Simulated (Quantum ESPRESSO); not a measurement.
# Collinear magnetic orders of FeO (Wuestite) with Quantum ESPRESSO, part 2 of 2

A self-consistent run ends on one state, which hangs on the start. Several orders of FeO (Wuestite) are started in Quantum ESPRESSO and their energies compared.

Quantum ESPRESSO 7.5; PBEsol with U = 4.5 eV on Fe d (ortho-atomic projectors); plane waves with GBRV 1.5 PBEsol potentials, no spin-orbit coupling.

So far, absolute magnetization (μB): step 2 (run 1 (ferro +)) 4.05.

The database entry behind the starting cell differs from later determinations by our own check (inexact against later determinations), so it need not match the best structure at ambient conditions.

## Step 3: Run 2 (antiferro q=(0,1/2,1/2) +−)

The cell is doubled to 4 atoms to hold this order. The wavevector q is in fractions of the reciprocal vectors of the crystal's primitive cell, as the cells of these inputs are built from it; moments change sign between cells as cos(2π q·R).

Input file pw.in:

```
&CONTROL
  calculation = 'scf'
  prefix = 'pwscf'
  outdir = './tmp'
  pseudo_dir = './pseudo'
  disk_io = 'nowf'
/
&SYSTEM
  ibrav = 0
  celldm(1) = 8
  nat = 4
  ntyp = 3
  ecutwfc = 40
  ecutrho = 280
  nbnd = 31
  occupations = 'smearing'
  smearing = 'fd'
  degauss = 0.00146997
  nspin = 2
  starting_magnetization(1) = 0.25
  starting_magnetization(2) = -0.25
  starting_magnetization(3) = 0
/
&ELECTRONS
  conv_thr = 8d-09
  electron_maxstep = 150
  mixing_beta = 0.3
/
ATOMIC_SPECIES
Fe1    55.8450 fe_pbesol_v1.5.uspp.F.UPF
Fe2    55.8450 fe_pbesol_v1.5.uspp.F.UPF
O      15.9990 o_pbesol_v1.2.uspp.F.UPF
CELL_PARAMETERS alat
   0.0000000000000    0.5091394611273    0.5091394611273
   1.0182789222546    0.0000000000000    1.0182789222546
   1.0182789222546    0.5091394611273    0.5091394611273
ATOMIC_POSITIONS crystal
Fe1     0.0000000000    0.0000000000    0.0000000000
Fe2     0.0000000000    0.5000000000    0.0000000000
O       0.5000000000    0.0000000000    0.5000000000
O       0.5000000000    0.5000000000    0.5000000000
K_POINTS automatic
12 6 12 0 0 0
HUBBARD {ortho-atomic}
U Fe1-3d 4.5000
U Fe2-3d 4.5000
```

Command:

```sh
$ OMP_NUM_THREADS=1 mpirun -n 4 pw.x -nk 4 -in pw.in > pw.out
```

The program printed:

```text
[banner, memory and clock lines left out]
Program PWSCF v.7.5 starts

     Message from routine setup:
     using ibrav=0 with symmetry is DISCOURAGED, use correct ibrav instead

     bravais-lattice index     =            0
     lattice parameter (alat)  =       8.0000  a.u.
     unit-cell volume          =     270.2964 (a.u.)^3
     number of atoms/cell      =            4
     number of atomic types    =            3
     number of electrons       =        44.00
     number of Kohn-Sham states=           31
     kinetic-energy cutoff     =      40.0000  Ry
     charge density cutoff     =     280.0000  Ry
     scf convergence threshold =      8.0E-09
     mixing beta               =       0.3000
     number of iterations used =            8  plain     mixing
     Exchange-correlation= SLA  PW   PSX  PSC
                           (   1   4  10   8   0   0   0)
     Hubbard projectors: ortho-atomic
     Hubbard parameters of DFT+U (Dudarev formulation) in eV:
     U(Fe1-3d) =  4.5000
     U(Fe2-3d) =  4.5000

     Internal variables: lda_plus_u =T, lda_plus_u_kind = 0

     Internal variables: orbital_resolved =F, hub_pot_fix =F, apply_U = F

     celldm(1)=   8.000000  celldm(2)=   0.000000  celldm(3)=   0.000000
     celldm(4)=   0.000000  celldm(5)=   0.000000  celldm(6)=   0.000000

     crystal axes: (cart. coord. in units of alat)
               a(1) = (   0.000000   0.509139   0.509139 )
               a(2) = (   1.018279   0.000000   1.018279 )
               a(3) = (   1.018279   0.509139   0.509139 )

     reciprocal axes: (cart. coord. in units 2 pi/alat)
               b(1) = ( -0.982049  0.982049  0.982049 )
               b(2) = ( -0.000000 -0.982049  0.982049 )
               b(3) = (  0.982049  0.982049 -0.982049 )

     PseudoPot. # 1 for Fe read from file:
     fe_pbesol_v1.5.uspp.F.UPF
     Pseudo is Ultrasoft + core correction, Zval = 16.0

     PseudoPot. # 2 for Fe read from file:
     fe_pbesol_v1.5.uspp.F.UPF
     Pseudo is Ultrasoft + core correction, Zval = 16.0

     PseudoPot. # 3 for O  read from file:
     o_pbesol_v1.2.uspp.F.UPF
     Pseudo is Ultrasoft + core correction, Zval =  6.0

     atomic species   valence    mass     pseudopotential
     Fe1              16.00    55.84500     Fe( 1.00)
     Fe2              16.00    55.84500     Fe( 1.00)
     O                 6.00    15.99900     O ( 1.00)

     Starting magnetic structure
     atomic species   magnetization
     Fe1             0.250
     Fe2            -0.250
     O               0.000

     16 Sym. Ops., with inversion, found

   Cartesian axes

     site n.     atom                  positions (alat units)
         1        Fe1    tau(   1) = (   0.0000000   0.0000000   0.0000000  )
         2        Fe2    tau(   2) = (   0.5091395   0.0000000   0.5091395  )
         3        O      tau(   3) = (   0.5091395   0.5091395   0.5091395  )
         4        O      tau(   4) = (   1.0182789   0.5091395   1.0182789  )

     number of k points=   100  Fermi-Dirac smearing, width (Ry)=  0.0015

     Number of k-points >= 100: set verbosity='high' to print them.

     Dense  grid:    21495 G-vectors     FFT dimensions: (  32,  64,  54)

     Smooth grid:     9213 G-vectors     FFT dimensions: (  24,  48,  45)

     Check: negative core charge=   -0.000047
     Generating pointlists ...
     new r_m :   0.2100 (alat units)  1.6802 (a.u.) for type    1
     new r_m :   0.2100 (alat units)  1.6802 (a.u.) for type    2
     new r_m :   0.2100 (alat units)  1.6802 (a.u.) for type    3

     Initial potential from superposition of free atoms

     starting charge      42.0000, renormalised to      44.0000

     STARTING HUBBARD OCCUPATIONS:

     =================== HUBBARD OCCUPATIONS ===================
     ------------------------ ATOM    1 ------------------------
     Tr[ns(  1)] (up, down, total) =   5.00000  0.00000  5.00000
     Atomic magnetic moment for atom   1 =   5.00000
     [... lines left out ...]
     ------------------------ ATOM    2 ------------------------
     Tr[ns(  2)] (up, down, total) =   0.00000  5.00000  5.00000
     Atomic magnetic moment for atom   2 =  -5.00000
     [... lines left out ...]
     Number of occupied Hubbard levels =   10.0000

     Atomic wfc used for Hubbard projectors are orthogonalized

     Starting wfcs are   34 randomized atomic wfcs

     Self-consistent Calculation

     iteration #  1     ecut=    40.00 Ry     beta= 0.30
     Davidson diagonalization with overlap
     ethr =  1.00E-02,  avg # of iterations =  2.8

     =================== HUBBARD OCCUPATIONS ===================
     ------------------------ ATOM    1 ------------------------
     Tr[ns(  1)] (up, down, total) =   4.86305  0.59940  5.46245
     Atomic magnetic moment for atom   1 =   4.26364
     [... lines left out ...]
     ------------------------ ATOM    2 ------------------------
     Tr[ns(  2)] (up, down, total) =   0.59971  4.86317  5.46289
     Atomic magnetic moment for atom   2 =  -4.26346
     [... lines left out ...]
     Number of occupied Hubbard levels =   10.9253

     total energy              =    -563.98876570 Ry
     estimated scf accuracy    <       1.62884492 Ry

     total magnetization       =     0.00 Bohr mag/cell
     absolute magnetization    =     8.71 Bohr mag/cell

     iteration #  2     ecut=    40.00 Ry     beta= 0.30
     Davidson diagonalization with overlap
     ethr =  3.70E-03,  avg # of iterations =  2.5

     total energy              =    -564.42191326 Ry
     estimated scf accuracy    <       0.28307224 Ry

     total magnetization       =    -0.01 Bohr mag/cell
     absolute magnetization    =     7.57 Bohr mag/cell

     [... further iterations left out ...]

     iteration # 22     ecut=    40.00 Ry     beta= 0.30
     Davidson diagonalization with overlap
     ethr =  5.07E-10,  avg # of iterations =  1.0

     total energy              =    -564.46606684 Ry
     estimated scf accuracy    <       0.00000001 Ry

     total magnetization       =    -0.00 Bohr mag/cell
     absolute magnetization    =     7.76 Bohr mag/cell

     iteration # 23     ecut=    40.00 Ry     beta= 0.30
     Davidson diagonalization with overlap
     ethr =  2.58E-11,  avg # of iterations =  1.8

     Magnetic moment per site  (integrated on atomic sphere of radius R)
     atom   1 (R=0.210)  charge= 13.5190  magn=  3.5455
     atom   2 (R=0.210)  charge= 13.5190  magn= -3.5455
     atom   3 (R=0.210)  charge=  5.8388  magn= -0.0838
     atom   4 (R=0.210)  charge=  5.8388  magn=  0.0837

     End of self-consistent calculation

     =================== HUBBARD OCCUPATIONS ===================
     ------------------------ ATOM    1 ------------------------
     Tr[ns(  1)] (up, down, total) =   4.94596  1.18878  6.13474
     Atomic magnetic moment for atom   1 =   3.75718
     [... lines left out ...]
     ------------------------ ATOM    2 ------------------------
     Tr[ns(  2)] (up, down, total) =   1.18878  4.94596  6.13474
     Atomic magnetic moment for atom   2 =  -3.75718
     [... lines left out ...]
     Number of occupied Hubbard levels =   12.2695

     Number of k-points >= 100: set verbosity='high' to print the bands.

     the Fermi energy is    15.0876 ev

!    total energy              =    -564.46606685 Ry
     estimated scf accuracy    <          3.0E-10 Ry
     smearing contrib. (-TS)   =      -0.00059433 Ry
     internal energy E=F+TS    =    -564.46547252 Ry

     The total energy is F=E-TS. E is the sum of the following terms:
     one-electron contribution =    -272.99060430 Ry
     hartree contribution      =     160.78814548 Ry
     xc contribution           =     -72.50059723 Ry
     ewald contribution        =    -380.05511204 Ry
     Hubbard energy            =       0.29269557 Ry

     total magnetization       =    -0.00 Bohr mag/cell
     absolute magnetization    =     7.76 Bohr mag/cell

     convergence has been achieved in  23 iterations
```

It took 1.8 min on 4 MPI ranks of Arm Neoverse V1, shared host; peak memory 0.51 GiB; 7.4 min of CPU time.

Spin moment in the atom's sphere by atom:

| atom | spin moment in the atom's sphere (μB) |
| --- | --- |
| Fe1 | 3.55 |
| Fe2 | -3.55 |
| O3 | -0.08 |
| O4 | 0.08 |

Read from the output:

```
smearing term TS       : 0.008086 eV
magnetization          : 0 μB
absolute magnetization : 7.757 μB
final state            : antiferromagnetic
```

## Step 4: Start 3: antiferro q=(0,0,1/2) +−

The cell is doubled to 4 atoms to hold this order.

pw.in, as its differences from that of step 3:

```diff
@@ -34,11 +34,11 @@
    0.0000000000000    0.5091394611273    0.5091394611273
-   1.0182789222546    0.0000000000000    1.0182789222546
-   1.0182789222546    0.5091394611273    0.5091394611273
+   0.5091394611273    0.0000000000000    0.5091394611273
+   1.0182789222546    1.0182789222546    0.0000000000000
 ATOMIC_POSITIONS crystal
 Fe1     0.0000000000    0.0000000000    0.0000000000
-Fe2     0.0000000000    0.5000000000    0.0000000000
-O       0.5000000000    0.0000000000    0.5000000000
-O       0.5000000000    0.5000000000    0.5000000000
+Fe2     0.0000000000    0.0000000000    0.5000000000
+O       0.5000000000    0.5000000000    0.2500000000
+O       0.5000000000    0.5000000000    0.7500000000
 K_POINTS automatic
-12 6 12 0 0 0
+12 12 6 0 0 0
 HUBBARD {ortho-atomic}
```

The program printed:

```text
     [... lines left out ...]
Program PWSCF v.7.5 starts
     [... lines left out ...]
     number of atoms/cell      =            4
     [... lines left out ...]
     number of electrons       =        44.00
     number of Kohn-Sham states=           31
     kinetic-energy cutoff     =      40.0000  Ry
     charge density cutoff     =     280.0000  Ry
     scf convergence threshold =      8.0E-09
     [... lines left out ...]
     12 Sym. Ops., with inversion, found
     [... lines left out ...]
     number of k points=    98  Fermi-Dirac smearing, width (Ry)=  0.0015
     [... lines left out ...]
     iteration # 15     ecut=    40.00 Ry     beta= 0.30
     [... lines left out ...]
     Magnetic moment per site  (integrated on atomic sphere of radius R)
     atom   1 (R=0.210)  charge= 13.5309  magn=  3.4946
     atom   2 (R=0.210)  charge= 13.5309  magn= -3.4946
     atom   3 (R=0.210)  charge=  5.8389  magn=  0.0000
     atom   4 (R=0.210)  charge=  5.8389  magn=  0.0000
     [... lines left out ...]
     Tr[ns(  1)] (up, down, total) =   4.93926  1.21214  6.15140
     [... lines left out ...]
     Tr[ns(  2)] (up, down, total) =   1.21214  4.93926  6.15140
     [... lines left out ...]
     the Fermi energy is    14.5033 ev
!    total energy              =    -564.51363407 Ry
     estimated scf accuracy    <          4.3E-10 Ry
     smearing contrib. (-TS)   =      -0.00023633 Ry
     [... lines left out ...]
     total magnetization       =    -0.00 Bohr mag/cell
     absolute magnetization    =     7.56 Bohr mag/cell
     convergence has been achieved in  15 iterations
```

It took 47 s on 4 MPI ranks; peak memory 0.46 GiB.

Spin moment in the atom's sphere by atom:

| atom | spin moment in the atom's sphere (μB) |
| --- | --- |
| Fe1 | 3.49 |
| Fe2 | -3.49 |
| O3 | 0.00 |
| O4 | 0.00 |

Numbers from this step:

```
smearing term TS       : 0.003215 eV
magnetization          : 0 μB
absolute magnetization : 7.557 μB
final state            : antiferromagnetic
```

## Step 5: Run 4 (ferro +)

Input file pw.in:

```
&CONTROL
  calculation = 'scf'
  prefix = 'pwscf'
  outdir = './tmp'
  pseudo_dir = './pseudo'
  disk_io = 'nowf'
/
&SYSTEM
  ibrav = 0
  celldm(1) = 8
  nat = 2
  ntyp = 2
  ecutwfc = 40
  ecutrho = 280
  nbnd = 20
  occupations = 'smearing'
  smearing = 'fd'
  degauss = 0.00146997
  nspin = 2
  starting_magnetization(1) = 0.25
  starting_magnetization(2) = 0
/
&ELECTRONS
  conv_thr = 4d-09
  electron_maxstep = 150
  mixing_beta = 0.3
/
ATOMIC_SPECIES
Fe     55.8450 fe_pbesol_v1.5.uspp.F.UPF
O      15.9990 o_pbesol_v1.2.uspp.F.UPF
CELL_PARAMETERS alat
   0.0000000000000    0.5091394611273    0.5091394611273
   0.5091394611273    0.0000000000000    0.5091394611273
   0.5091394611273    0.5091394611273    0.0000000000000
ATOMIC_POSITIONS crystal
Fe      0.0000000000    0.0000000000    0.0000000000
O       0.5000000000    0.5000000000    0.5000000000
K_POINTS automatic
12 12 12 0 0 0
HUBBARD {ortho-atomic}
U Fe-3d 4.5000
```

The program printed:

```text
     [... lines left out ...]
Program PWSCF v.7.5 starts
     [... lines left out ...]
     number of atoms/cell      =            2
     [... lines left out ...]
     number of electrons       =        22.00
     number of Kohn-Sham states=           20
     kinetic-energy cutoff     =      40.0000  Ry
     charge density cutoff     =     280.0000  Ry
     scf convergence threshold =      4.0E-09
     [... lines left out ...]
     48 Sym. Ops., with inversion, found
     [... lines left out ...]
     number of k points=    72  Fermi-Dirac smearing, width (Ry)=  0.0015
     [... lines left out ...]
     iteration # 11     ecut=    40.00 Ry     beta= 0.30
     [... lines left out ...]
     Magnetic moment per site  (integrated on atomic sphere of radius R)
     atom   1 (R=0.210)  charge= 13.5024  magn=  3.5871
     atom   2 (R=0.210)  charge=  5.8409  magn=  0.2307
     [... lines left out ...]
     Tr[ns(  1)] (up, down, total) =   4.95341  1.17206  6.12547
     [... lines left out ...]
     the Fermi energy is    14.9770 ev
!    total energy              =    -282.25450386 Ry
     estimated scf accuracy    <          1.1E-10 Ry
     smearing contrib. (-TS)   =      -0.00014299 Ry
     [... lines left out ...]
     total magnetization       =     4.01 Bohr mag/cell
     absolute magnetization    =     4.05 Bohr mag/cell
     convergence has been achieved in  11 iterations
```

Wall time 8.8 s (4 MPI ranks); peak memory 0.27 GiB; 35 s of CPU time.

Numbers from this step:

* smearing term TS: 0.001945 eV
* magnetization: 4.011 μB
* absolute magnetization: 4.049 μB
* final state: ferromagnetic
* largest moment: 3.587 μB

## Step 6: Energies of the orders

An order is kept where moments of 0.15 μB or more survive with the typed signs; meshes match where a doubled cell samples the same k points as the first cell.

Orders:

| start | final state | typed order kept | energy over the lowest (meV a seeded atom) | largest site moment (μB) | net moment (μB a cell of the first run) | mesh matched | CPU time (s) |
| --- | --- | --- | --- | --- | --- | --- | --- |
| ferro + | ferromagnetic | yes | 31.47 | 3.587 | 4.011 | yes | 34.97 |
| antiferro q=(0,1/2,1/2) +- | antiferromagnetic | yes | 323.6 | 3.546 | 0 | yes | 441.3 |
| antiferro q=(0,0,1/2) +- | antiferromagnetic | yes | 0 | 3.495 | 0 | yes | 189.1 |
| ferro + | ferromagnetic | yes | 31.47 | 3.587 | 4.011 | yes | 34.96 |

## Step 7: Fillings of the first corrected shells

| start | type | spin | occupation numbers |
| --- | --- | --- | --- |
| ferro + | Fe | up | 0.989 0.989 0.989 0.993 0.993 |
| ferro + | Fe | down | 0.094 0.094 0.328 0.328 0.328 |
| antiferro q=(0,1/2,1/2) +- | Fe1 | up | 0.987 0.987 0.988 0.991 0.992 |
| antiferro q=(0,1/2,1/2) +- | Fe1 | down | 0.087 0.090 0.323 0.345 0.345 |
| antiferro q=(0,1/2,1/2) +- | Fe2 | up | 0.087 0.090 0.323 0.345 0.345 |
| antiferro q=(0,1/2,1/2) +- | Fe2 | down | 0.987 0.987 0.988 0.991 0.992 |
| antiferro q=(0,0,1/2) +- | Fe1 | up | 0.986 0.986 0.988 0.990 0.990 |
| antiferro q=(0,0,1/2) +- | Fe1 | down | 0.045 0.098 0.098 0.486 0.486 |
| antiferro q=(0,0,1/2) +- | Fe2 | up | 0.045 0.098 0.098 0.486 0.486 |
| antiferro q=(0,0,1/2) +- | Fe2 | down | 0.986 0.986 0.988 0.990 0.990 |
| ferro + | Fe | up | 0.989 0.989 0.989 0.993 0.993 |
| ferro + | Fe | down | 0.094 0.094 0.328 0.328 0.328 |

## Step 8: Results

| Property | Result |
| --- | --- |
| moments, largest by run | 3.59, 3.55, 3.49, 3.59 μB |
| spread of the energies of the runs with moments | 324 meV a seeded atom |

**Reading.** Under a U these runs seem to end in unlike orbital states: the fillings of their corrected shells differ, or their energies lie too far apart for exchange alone. The differences are then no exchange energies, and the ranking says little of the magnetic order. Seeding all runs from one set of occupation matrices is the usual remedy. Degenerate orbitals of a corrected shell are partly filled. Whether a state of lower symmetry lies under this one was not tested; under a U it often does.

[Logs and program files are shortened in this print: banners, set-up blocks, solver, clock and traceback lines can be left out without a mark of their own.]

[Logs are printed without paths, hosts, clocks, repeated set-up lines and the standing remarks that a program may print on its own settings, such as how far it seeks lower states.]

[Hosts, paths, dates, database ids (printed as entryN), source tags and the programs' standing remarks are cut or masked in the printed files.]

[Where a cell is said to come from a database of computed structures, the database is the Materials Project.]
